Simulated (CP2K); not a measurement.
Consider methanol at its PBE geometry (Å).

```xyz
6

C    -0.3659    0.0095    0.0201
O     0.9276   -0.4352   -0.4222
H    -0.4957   -0.1073    1.1090
H    -1.1018   -0.6265   -0.4869
H    -0.5602    1.0594   -0.2566
H     1.5959    0.1001    0.0366
```

Method: CP2K XAS_TDP, all-electron GAPW, PBEh(45%), aug-cc-pVTZ, TDA, no relativity.

Q: Where do the C K-edge lines lie, and how strong are they?

Leading lines: C1 284.21 eV. The leading line of an atom is its first one with 35 % of the strongest within 2.5 eV of its lowest line over the strength cut. 

The first six lines of each atom with a strength over 0.0015:

| atom | energy (eV) | states | strength, one atom |
| --- | --- | --- | --- |
| C1 (bonded to O and 3 H) | 284.21 | 1 | 0.0210 |
|  | 284.95 | 1 | 0.0029 |
|  | 285.43 | 1 | 0.0246 |
|  | 285.48 | 1 | 0.0237 |
|  | 286.46 | 1 | 0.0129 |
|  | 286.99 | 1 | 0.0041 |

Lines are vertical, at one geometry, with no vibrational structure. Without a correction of the core level, line positions, and the gaps between valence and Rydberg lines, follow the share of exact exchange. At this level such K lines come out 3 to 6 eV under measured ones. These values hold no scalar relativity, about 0.1 eV for C 1s. Rydberg lines, and the discretised continuum above threshold, depend on the basis and the box.

[Banner, clock and machine lines of the logs are left out without a mark of their own.]

[Logs are printed without paths, hosts, clocks, repeated set-up lines and the standing remarks that a program may print on its own settings, such as how far it seeks lower states.]

[Hosts, paths, dates, database ids (printed as entryN), source tags and the programs' standing remarks are cut or masked in the printed files.]
